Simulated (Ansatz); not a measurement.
# PtSe2 (Sudovikovite, P-3m1): zone-centre modes under pressure

Aim: how do the optical modes of PtSe2 (Sudovikovite, P-3m1) move with volume?

Calculated with Ansatz 0.2.0; DFT PBE+D3(BJ), scalar-relativistic, plane waves, PAW; PAW set soft_1.

The database entry behind the starting cell has ideal inner coordinates that were not refined, so it need not match the best structure at ambient conditions.

### 1. The starting structure

Symmetry: P-3m1, No. 164, trigonal system. Conventional cell: a = 3.724 Å, b = 3.724 Å, c = 5.062 Å, α = 90.00°, β = 90.00°, γ = 120.00°. Nearest to Se lie 3 Pt at 2.49 Å. Pt has 6 Se at 2.49 Å nearest. Farther neighbours and most contacts between anions are not listed.

Coordinates:

```cif
data_structure
_symmetry_space_group_name_H-M 'P-3m1'
_symmetry_Int_Tables_number 164
_cell_length_a 3.7240
_cell_length_b 3.7240
_cell_length_c 5.0620
_cell_angle_alpha 90.000
_cell_angle_beta 90.000
_cell_angle_gamma 120.000
_cell_volume 60.80
loop_
_atom_site_label
_atom_site_type_symbol
_atom_site_symmetry_multiplicity
_atom_site_Wyckoff_symbol
_atom_site_fract_x
_atom_site_fract_y
_atom_site_fract_z
_atom_site_occupancy
Se1 Se 2 d 0.33333 0.66667 0.25000 1
Pt1 Pt 1 a 0.00000 0.00000 0.00000 1
```

### 2. A rough relaxation first

A rough relaxation comes first, because large forces or stress need no tight tolerances yet.

Input file input.yaml:

```yaml
crystal:
  lattice:
    - [3.724, 0.0, 0.0]
    - [-1.862, 3.2250786037, 0.0]
    - [0.0, 0.0, 5.062]
  atoms:
    - { symbol: Se, position: [0.33333333, 0.66666667, 0.25] }
    - { symbol: Se, position: [0.66666667, 0.33333333, 0.75] }
    - { symbol: Pt, position: [0.0, 0.0, 0.0] }
kpoints:
  mp_grid: { grid: [6, 6, 4] }
hamiltonian:
  xc: pbe
  dispersion: d3bj
  pseudopotentials: { kind: paw, azcp: { folder: soft_1 } }
scf:
  occupations: { method: gaussian, width: 0.1 }
output:
  forces: true
  stress: true
  eigenvalues: true
relax:
  adjacent_minimum: "off"
  f_tol: 0.05
  max_steps: 80
  cell: { stress_tol: 0.5 }
```

Launch:

```sh
> ansatz run input.yaml --threads 4 --pin off --max-ram 10240MiB --backend cpu --events-out ev --progress --plain --runs-dir out
```

Numbers of over 12 decimals in the logs are rounded to 6 here.

Output:

```text
The last accepted step is kept in <dir> (removed where the run ends without a failure and the disk answers)
Engine: ansatz 0.2.0, x86_64-unknown-linux-gnu
Pseudopotentials: kind: paw
Pseudopotential: Se, paw, valence charge 16, recommended cutoff 420 eV (normal), soft_1/Se.paw.azcp
Pseudopotential: Pt, paw, valence charge 18, recommended cutoff 420 eV (normal), soft_1/Pt.paw.azcp
Functional definition: PBE
[...]
F+E_penalty+E_count = -23465.44884343 eV   max|allowed force component| = 6.771e-3 eV/Å   (the final SCF, on the basis selected at the relaxed cell)
  cell:  # Å, volume = 59.6989 Å³
    - [3.764489, 0, 0]
    - [-1.882244, 3.260143, 0]
    - [0, 0, 4.864336]
  atoms:
    - { symbol: Se, position: [0.333333, 0.666667, 0.264484] }
    - { symbol: Se, position: [0.666667, 0.333333, 0.735516] }
    - { symbol: Pt, position: [0, 0, 0] }
[key lines of the parts left out:]
SCF converged after 4 iterations
Free energy (F): -23465.448843 eV
Fermi energy:    13.236318 eV
P = ⅓ Tr σ = -0.0308 GPa (-0.308 kbar)
```

The job ended after 7.7 s (4 threads of Intel Xeon at 2.70GHz, shared host; peak memory 0.41 GiB).

Relaxation path:

```
step  energy less that of the first step (eV)  largest force component (eV/Å)  pressure (GPa)  volume (Å³)
   1                                   0.0000                          0.6008            3.49        60.80
   2                                  -0.0172                          0.5937           -1.06        58.94
   3                                  -0.0475                          0.0075           -0.82        60.44
   4                                  -0.0503                          0.0067           -0.03        59.70
  5*                                  -0.0501                          0.0068           -0.03        59.70
```

Relaxation steps marked * repeat the geometry before them on a plane-wave basis chosen anew for their cell, so energy and pressure can jump there.

Forces are held to the 12 operations that the run works with; a distortion that breaks them can't arise in this run.

```
conventional cell, symmetrised  before  after  change
                         a (Å)   3.724  3.764  +1.1 %
                         b (Å)   3.724  3.764  +1.1 %
                         c (Å)   5.062  4.864  -3.9 %
              volume (Å³/atom)   20.27  19.90  -1.8 %
```

The atoms that moved most (Å, as changes of fractional coordinates times the final cell):

```csv
atom,dx,dy,dz,length
Se1,0.000,0.000,0.070,0.070
Se2,0.000,0.000,-0.070,0.070
```

The relaxed structure:

```cif
data_structure
_symmetry_space_group_name_H-M 'P 1'
_symmetry_Int_Tables_number 1
_cell_length_a 3.7645
_cell_length_b 3.7645
_cell_length_c 4.8643
_cell_angle_alpha 90.000
_cell_angle_beta 90.000
_cell_angle_gamma 120.000
_cell_volume 59.70
loop_
_atom_site_label
_atom_site_type_symbol
_atom_site_fract_x
_atom_site_fract_y
_atom_site_fract_z
_atom_site_occupancy
Se1 Se 0.33333 0.66667 0.26448 1
Se2 Se 0.66667 0.33333 0.73552 1
Pt3 Pt 0.00000 0.00000 0.00000 1
```

This step gave:

- pressure: -0.03082 GPa
- volume per atom: 19.90 Å³
- gap on the k-mesh: 0 eV

In this step the volume went from 20.27 to 19.90 Å³/atom.

### 3. Relaxation

The cell and atoms are relaxed, since residual forces and stress would shift the frequencies.

input.yaml, the sections that differ from step 2:

```yaml
crystal:
  lattice:
    - [3.7644886302, 0.0, 0.0]
    - [-1.8822443151, 3.260142786, 0.0]
    - [0.0, 0.0, 4.8643362539]
  atoms:
    - { symbol: Se, position: [0.3333333333, 0.6666666667, 0.2644842183] }
    - { symbol: Se, position: [0.6666666667, 0.3333333333, 0.7355157817] }
    - { symbol: Pt, position: [0.0, 0.0, 0.0] }
kpoints:
  mp_grid: { grid: [15, 15, 10] }
relax:
  adjacent_minimum: "off"
  f_tol: 0.005
  max_steps: 80
  cell: { stress_tol: 0.05 }
# hamiltonian, scf, output: as in step 2
```

Output:

```text
[...]
Crystal: 3 atoms, lattice volume = 59.699 Å³
Basis set: ecut = 420 eV, 1169 PW (Γ), exchange–correlation on 54×54×72 points (8 copies of the dense FFT grid, shifted against one another)
Bands: 30, of which v1, the nominal top of the filled ones, is band 25 counted from 1 (24 counted from 0)
Symmetry: 12 space group operations
[...]
k-points: 238 of 2250
[...]
--- Relaxed structure (4 steps of the walk, 3 accepted, 1 SCFs on fresh bases) ---
[...]
cell:  # Å, volume = 59.3991 Å³
    - [3.771503, 0.0, -1.9101967697074973e-18]
    - [-1.885752, 3.266218, 9.550983848537473e-19]
    - [-2.4682872792984684e-18, 0, 4.821924]
  atoms:
    - { symbol: Se, position: [0.333333, 0.666667, 0.265521] }
    - { symbol: Se, position: [0.666667, 0.333333, 0.734479] }
    - { symbol: Pt, position: [0, 0, 0] }
[key lines of the parts left out:]
SCF converged after 5 iterations
Free energy (F): -23465.447648 eV
Fermi energy:    13.307573 eV
P = ⅓ Tr σ = -0.0082 GPa (-0.082 kbar)
```

The job ended after 44 s (4 threads; peak memory 0.67 GiB).

The steps of the relaxation:

```
step  energy less that of the first step (eV)  largest force component (eV/Å)  pressure (GPa)  volume (Å³)
   1                                   0.0000                          0.0037           -0.07        59.70
   2                                  -0.0008                          0.0072            0.00        59.45
   3                                  -0.0008                          0.0158            0.01        59.30
   4                                  -0.0008                          0.0009           -0.01        59.40
  5*                                  -0.0008                          0.0009           -0.01        59.40
```

Relaxation steps marked * repeat the geometry before them on a plane-wave basis chosen anew for their cell, so energy and pressure can jump there. Relaxation step 3 was tried and not accepted.

Forces are held to the 12 operations that the run works with; a distortion that breaks them can't arise in this run.

| conventional cell, symmetrised | before | after | change |
| --- | --- | --- | --- |
| a (Å) | 3.764 | 3.772 | +0.2 % |
| b (Å) | 3.764 | 3.772 | +0.2 % |
| c (Å) | 4.864 | 4.822 | -0.9 % |
| volume (Å³/atom) | 19.90 | 19.80 | -0.5 % |

The relaxed structure:

```xyz
3
Lattice="3.7715 0.0000 0.0000 -1.8858 3.2662 0.0000 0.0000 0.0000 4.8219" Properties=species:S:1:pos:R:3 pbc="T T T"
Se    0.0000    2.1775    1.2803
Se    1.8858    1.0887    3.5416
Pt    0.0000    0.0000    0.0000
```

This step gave:

| Item | Value |
| --- | --- |
| pressure | -0.008198 GPa |
| volume per atom | 19.80 Å³ |

In this step the volume went from 19.90 to 19.80 Å³/atom.

### 4. Tight relaxation

Phonons need small forces and stress, so the relaxation is finished with tight tolerances on 15×15×10 k points.

input.yaml, the sections that differ from step 3:

```yaml
crystal:
  lattice:
    - [3.7715031259, 0.0, 0.0]
    - [-1.8857515629, 3.2662175175, 0.0]
    - [0.0, 0.0, 4.8219238429]
  atoms:
    - { symbol: Se, position: [0.3333333333, 0.6666666667, 0.2655211137] }
    - { symbol: Se, position: [0.6666666667, 0.3333333333, 0.7344788863] }
    - { symbol: Pt, position: [0.0, 0.0, 0.0] }
scf:
  occupations: { method: methfessel_paxton, width: 0.2 }
relax:
  adjacent_minimum: "off"
  f_tol: 0.001
  max_steps: 60
  cell: { stress_tol: 0.01 }
# kpoints, hamiltonian, output: as in step 3
```

Output:

```text
[...]
Crystal: 3 atoms, lattice volume = 59.399 Å³
Basis set: ecut = 420 eV, 1169 PW (Γ), exchange–correlation on 54×54×72 points (8 copies of the dense FFT grid, shifted against one another)
Bands: 30, of which v1, the nominal top of the filled ones, is band 25 counted from 1 (24 counted from 0)
Symmetry: 12 space group operations
[...]
k-points: 238 of 2250
[...]
--- Relaxed structure (4 steps of the walk, 4 accepted, 1 SCFs on fresh bases) ---
[...]
cell:  # Å, volume = 59.3665 Å³
    - [3.771865, -2.8870319255856692e-11, 0]
    - [-1.885933, 3.266531, 0]
    - [0, 0, 4.818351]
  atoms:
    - { symbol: Se, position: [0.333333, 0.666667, 0.265643] }
    - { symbol: Se, position: [0.666667, 0.333333, 0.734357] }
    - { symbol: Pt, position: [0, 0, 0] }
[key lines of the parts left out:]
SCF converged after 5 iterations
Free energy (F): -23465.445667 eV
Fermi energy:    13.318008 eV
P = ⅓ Tr σ = -0.0009 GPa (-0.009 kbar)
```

It took 37 s on 4 threads; peak memory 0.68 GiB; 2.2 min of CPU time.

Little changed from the start: no atom moved by 0.005 Å and no cell edge by 0.1 %.

Numbers from this step:

```
pressure        : -8.62e-4 GPa
volume per atom : 19.79 Å³
```

The largest force component left is 0.10 meV/Å and the pressure is -0.001 GPa, within the tolerances set. The cell now holds 19.79 Å³/atom.

### 5. Modes at rest

Phonons follow from the second derivative of the energy, found here by linear response.

The modes at rest are the reference of the series.

input.yaml, the sections that differ from step 4:

```yaml
crystal:
  lattice:
    - [3.7718652798, 0.0, 0.0]
    - [-1.8859326399, 3.266531152, 0.0]
    - [0.0, 0.0, 4.8183505598]
  atoms:
    - { symbol: Se, position: [0.3333333333, 0.6666666667, 0.2656428092] }
    - { symbol: Se, position: [0.6666666667, 0.3333333333, 0.7343571908] }
    - { symbol: Pt, position: [0.0, 0.0, 0.0] }
output:
  eigenvalues: true
phonons:
  method: dfpt
# kpoints, hamiltonian, scf: as in step 4
# relax: removed
```

Output:

```text
[...]
Crystal: 3 atoms, lattice volume = 59.366 Å³
Basis set: ecut = 420 eV, 1169 PW (Γ), exchange–correlation on 54×54×72 points (8 copies of the dense FFT grid, shifted against one another)
Bands: 30, of which v1, the nominal top of the filled ones, is band 25 counted from 1 (24 counted from 0)
Symmetry: 12 space group operations
k-points: 608 of 2250 (irreducible under 2 space group operations, time reversal used)
[...]
SCF iter   1: F=—  HF=-23465.587783 eV  |F-HF|=—  |Δ(HF+E_count)|=         —  Δρ=4.85e-2  dr2=6.83e-1  ethr=3.10e-3  ⟨swp⟩=5.0  Hψ=66017  notcnv=0
[...]
SCF iter  13: F=-23465.445667 eV  HF=-23465.445667 eV  |F-HF|=7.28e-12  |Δ(HF+E_count)|=  1.02e-10  S|Δr|=    0.00e0  Δρ=1.32e-7  dr2=9.06e-12  ethr=1.00e-12  ⟨swp⟩=6.3  Hψ=93702  notcnv=0
SCF 1 converged in 13 iterations: F = -23465.445667 eV  dr2 = 9.06e-12
[...]
DFPT response loops at Γ: preconditioner auto → Kerker (q_TF=auto, 2.651 Å⁻¹) (partly filled bands, converged f_vac=0.021); β = 1.00, the filter's whole step (`scf.mixing.beta` (0.50) is not read by the response loops under this deck's `scf.mixing.preconditioner`; to damp them name `kerker` or `kerker_dos`, under which they read `scf.mixing.beta`, and type it under 1.00, their step now; both keys bind the ground state too); Broyden in place of MSR1
SCF converged after 13 iterations
[...]
Free energy (F): -23465.445667 eV
[...]
Internal energy: -23465.446611 eV  (E = F + TS)
E sigma→0 (E₀):  -23465.445903 eV
Entropy (-TS):   0.000944 eV (0.315 meV/atom)
Fermi energy:    13.318008 eV
[...]
--- Band table (eV; the first three rows and the last of 608) ---
  k-point 0: bands = [... 21 lower, 10.8536, 12.3168, 12.3168, 14.1074, 14.3901, 14.3901, 16.6853, 17.4327, ... 1 higher]
  k-point 1: bands = [... 21 lower, 10.8483, 12.2293, 12.2293, 13.7954, 14.5177, 14.5177, 16.7855, 17.7397, ... 1 higher]
  k-point 2: bands = [... 21 lower, 10.8249, 12.0285, 12.0285, 13.0999, 14.8330, 14.8330, 17.0969, 18.3952, ... 1 higher]
  k-point 607: bands = [... 21 lower, 10.0587, 10.2960, 10.7775, 12.1298, 14.0968, 14.4584, 17.8554, 20.3514, ... 1 higher]
--- Phonons (Γ-DFPT): 4 representative perturbations + reference, on 608 of 2250 k-points (Σ response iterations 12) ---
  k mesh reduced under 2 symmetry operations, with k and −k counted as one. Each operation leaves every solved perturbation unchanged. A smaller set is not used because it would not reduce the number of displacements times k-points to solve
  ASR residual: 4.025e-5 → 0.000e0 eV/Å²; symmetrization residual: 1.643e-5 eV/Å²
  pairwise dispersion correction: d3bj (s6 = 1.0, s8 = 0.7875, a1 = 0.4289, a2_bohr = 4.4407), with the weights of each atom's references fixed at the reference crystal's, and the forces and stress that the weights' published response gives there kept as a pressure on the atom's counted neighbours (hamiltonian.dispersion)
  ASR residual per site (eV/Å²): 4.03e-5 4.03e-5 1.21e-5
  Γ frequencies (cm⁻¹): 0.00 0.00 0.00 160.50 160.50 203.44 211.73 211.73 216.54
  non-analytic LO–TO correction: not included (Born effective charges unavailable; polar crystals: no LO–TO splitting at Γ)
```

Wall time 2.7 min (4 threads); peak memory 3.2 GiB; 9.3 min of CPU time.

Numbers from this step:

```
sum-rule residual before enforcement                    : 4.03e-5 eV/Å²
point group                                             : -3m
highest optical mode at the zone centre (no LO-TO term) : 216.5 cm⁻¹
lowest optical zone-centre mode                         : 160.5 cm⁻¹
```

Patterns of degenerate modes are one choice out of their space. The modes at Γ (shares of kinetic energy by element, %):

```csv
mode,frequency (cm⁻¹),symmetry,Se %,Pt %
1,0.0,acoustic,45,55
2,0.0,acoustic,45,55
3,0.0,acoustic,45,55
4,160.5,Eg,100,0
5,160.5,Eg,100,0
6,203.4,A1g,100,0
7,211.7,Eu,55,45
8,211.7,Eu,55,45
9,216.5,A2u,55,45
```

Displacements in mode 5 (160.5 cm⁻¹), the largest set to 1:
```
Se1  0.00 -1.00  0.00
Se2  0.00  1.00  0.00
Pt3  0.00  0.00  0.00
```

Displacements in mode 9 (216.5 cm⁻¹), the largest set to 1:
```
Se1  0.00  0.00 -1.00
Se2  0.00  0.00 -1.00
Pt3  0.00  0.00  0.81
```

Before it was imposed, the acoustic sum rule was missed by 4.0e-5 eV/Å². Small misses are needed for a sound result but don't prove that mesh and cutoff are converged. The lowest optical mode is real, 160 cm⁻¹.

### 6. Relaxation of a member: 1.06 times the volume at rest

The cell is set to 1.06 times the volume at rest, and shape and atoms relax at that volume.

input.yaml, the sections that differ from step 5:

```yaml
crystal:
  lattice:
    - [3.8048238141, 0.0, 0.0]
    - [-1.9024119071, 3.2950740799, 0.0]
    - [0.0, 0.0, 5.0193502536]
  atoms:
    - { symbol: Se, position: [0.3333333333, 0.6666666667, 0.2577045983] }
    - { symbol: Se, position: [0.6666666667, 0.3333333333, 0.7422954017] }
    - { symbol: Pt, position: [0.0, 0.0, 0.0] }
output:
  forces: true
  stress: true
  eigenvalues: true
relax:
  adjacent_minimum: "off"
  f_tol: 0.001
  max_steps: 60
  cell: { stress_tol: 0.01, fix: [volume] }
# kpoints, hamiltonian, scf: as in step 5
# phonons: removed
```

Output:

```text
[...]
Crystal: 3 atoms, lattice volume = 62.928 Å³
Basis set: ecut = 420 eV, 1241 PW (Γ), exchange–correlation on 54×54×72 points (8 copies of the dense FFT grid, shifted against one another)
Bands: 30, of which v1, the nominal top of the filled ones, is band 25 counted from 1 (24 counted from 0)
Symmetry: 12 space group operations
[...]
k-points: 238 of 2250
[...]
--- Relaxed structure (5 steps of the walk, 5 accepted, 1 SCFs on fresh bases) ---
[...]
cell:  # Å, volume = 62.9285 Å³
    - [3.781621, 2.8691399397098567e-11, 0]
    - [-1.890810, 3.274980, -7.482129649163984e-19]
    - [0, -1.139744613969536e-18, 5.081134]
  atoms:
    - { symbol: Se, position: [0.333333, 0.666667, 0.253504] }
    - { symbol: Se, position: [0.666667, 0.333333, 0.746496] }
    - { symbol: Pt, position: [0, 0, 0] }
[key lines of the parts left out:]
SCF converged after 7 iterations
Free energy (F): -23465.416403 eV
Fermi energy:    12.277749 eV
P = ⅓ Tr σ = -2.2628 GPa (-22.628 kbar)
```

Elapsed: 42 s, on 4 threads; peak memory 0.7 GiB.

The steps of the relaxation:

```csv
step,energy less that of the first step (eV),largest force component (eV/Å),pressure (GPa),volume (Å³)
1,0.0000,0.1931,-3.86,62.93
2,-0.0016,0.2133,-1.44,62.93
3,-0.0059,0.0016,-2.38,62.93
4,-0.0059,0.0014,-2.30,62.93
5,-0.0059,0.0000,-2.26,62.93
6*,-0.0059,0.0000,-2.26,62.93
```

Relaxation steps marked * repeat the geometry before them on a plane-wave basis chosen anew for their cell, so energy and pressure can jump there.

The run keeps the 12 symmetry operations that it works with, so distortions that break them were not tested.

```csv
"conventional cell, symmetrised",before,after,change
a (Å),3.805,3.782,-0.6 %
b (Å),3.805,3.782,-0.6 %
c (Å),5.019,5.081,+1.2 %
volume (Å³/atom),20.98,20.98,+0.0 %
```

The atoms that moved most (Å, as changes of fractional coordinates times the final cell):

```
atom     dx     dy      dz  length
 Se1  0.000  0.000  -0.021   0.021
 Se2  0.000  0.000   0.021   0.021
```

The relaxed structure:

```xyz
3
Lattice="3.7816 0.0000 0.0000 -1.8908 3.2750 0.0000 0.0000 0.0000 5.0811" Properties=species:S:1:pos:R:3 pbc="T T T"
Se    0.0000    2.1833    1.2881
Se    1.8908    1.0917    3.7930
Pt    0.0000    0.0000    0.0000
```

This step gave:

```
pressure        : -2.263 GPa
volume per atom : 20.98 Å³
```

The largest force component left is 0.015 meV/Å, at a pressure of -2.26 GPa.

(Continued in part 2 of 2.)

[Logs are printed without paths, hosts, clocks, repeated set-up lines and the standing remarks that a program may print on its own settings, such as how far it seeks lower states.]

[Hosts, paths, dates, database ids (printed as entryN), source tags and the programs' standing remarks are cut or masked in the printed files.]
